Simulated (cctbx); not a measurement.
## What is wrong with this refinement?

Cell a = 6.2110 Å, b = 6.2910 Å, c = 12.5520 Å, α = 90.00°, β = 90.00°, γ = 90.00°; space group Imm2 (no. 44). The compound is Ho2MnTlTe3Se.

Simulated single-crystal data (cctbx): synchrotron X-rays, λ = 0.6889 Å, to d = 0.8 Å, 80 % of the full sphere, strongest reflection 5000 counts, noise from counting, a 6 % proportional error and a noise floor of 2 counts (s.d.); no absorption.

An anisotropic refinement with weights 1/σ² prints:

```text
Rint 0.051, 590 unique reflections to 0.80 A
cycle     R1     wR2    GooF  max shift (A)
   1  0.0620  0.1722   2.175   0.00533
   7  0.0355  0.0962   1.215   0.00021
final R1 0.0355 wR2 0.0962 GooF 1.215  parameters 32  data/parameter 18.4
atom        x        y        z      Ueq    occ   su(xyz)  su(Uiso or U11)
Tl1    0.50000  0.00000  0.00186   0.0186  1.000  0.00027  0.0011
Ho1    0.00000  0.00000  0.23622   0.0070  1.000  0.00030  0.0007
Ho2    0.00000  0.50000  0.00171   0.0137  1.000  0.00029  0.0012
Te1    0.50000  0.00000  0.25937   0.0133  1.000  0.00056  0.0010
Te2    0.00000  0.00000  0.48516   0.0063  1.000  0.00028  0.0016
Nd1    0.00000  0.50000  0.23595   0.0201  1.000  0.00044  0.0009
Se1    0.00000  0.00000  0.01270   0.0104  1.000  0.00075  0.0021
Mn1    0.50000  0.50000  0.25699   0.0159  1.000  0.00241  0.0024
difference map: max 2.46 min -3.60 rms 0.44
Q1    0.0000  0.0000  0.5845    2    2.56  1.25 A from Te2
Q2    0.0000  0.5000  0.5743    2    2.21  0.91 A from Tl1
Q3    0.0000  0.5000  0.6610    2    1.97  1.23 A from Te1
Q4    0.0000  0.0000  0.6674    2    1.83  1.12 A from Mn1
Q5    0.0000  0.0000  0.9023    2    1.68  1.39 A from Se1
Q6    0.1723  0.0000  0.7497    4    1.34  1.07 A from Mn1
```

Q: Accept it or mend it, and why?

Mend it. The fault: wrong element: Nd1 is Te. Against the right model at the same level, R1 goes from 0.0280 to 0.0355 and GooF from 0.91 to 1.22, U of Nd1 swells from 0.0108 to 0.0201 Å², U of Ho1 shrinks from 0.0095 to 0.0070 Å² and a hole of -3.6 e/Å³ opens. Nd1 has 8 electrons too many and its U swells to shed them, as expected.

The compound is Ho2MnTlTe3Se. The right model at the same level gives:

```text
Rint 0.051, 590 unique reflections to 0.80 A
cycle     R1     wR2    GooF  max shift (A)
   1  0.0357  0.0939   1.186   0.03211
   4  0.0280  0.0719   0.908   0.00034
final R1 0.0280 wR2 0.0719 GooF 0.908  parameters 32  data/parameter 18.4
atom        x        y        z      Ueq    occ   su(xyz)  su(Uiso or U11)
Tl1    0.50000  0.00000  0.00049   0.0176  1.000  0.00021  0.0008
Ho1    0.00000  0.00000  0.23677   0.0095  1.000  0.00022  0.0005
Ho2    0.00000  0.50000  0.00104   0.0146  1.000  0.00025  0.0009
Te1    0.50000  0.00000  0.25930   0.0145  1.000  0.00040  0.0007
Te2    0.00000  0.00000  0.48549   0.0069  1.000  0.00025  0.0011
Te3    0.00000  0.50000  0.23717   0.0108  1.000  0.00042  0.0006
Se1    0.00000  0.00000  0.01497   0.0096  1.000  0.00064  0.0016
Mn1    0.50000  0.50000  0.25987   0.0231  1.000  0.00167  0.0018
Flack x: -0.008(16)
Hooft y: 0.003(19)  Bijvoet pairs: 276
difference map: max 1.41 min -1.22 rms 0.31
Q1    0.1530  0.0000  0.7481    4    1.41  0.96 A from Mn1
Q2    0.0000  0.0000  0.5836    2    1.40  1.23 A from Te2
Q3    0.0000  0.0000  0.4287    2    1.36  0.71 A from Te2
Q4    0.0000  0.5000  0.6700    2    1.34  1.12 A from Te1
Q5    0.0000  0.0000  0.1310    2    1.27  1.33 A from Ho1
Q6    0.0000  0.5000  0.8201    2    1.18  0.76 A from Te1
```

This is a model crystal, built by substitution and not relaxed, with assumed displacement parameters.

[Middle refinement cycles are left out of these outputs.]

[Logs are printed without paths, hosts, clocks, repeated set-up lines and the standing remarks that a program may print on its own settings, such as how far it seeks lower states.]
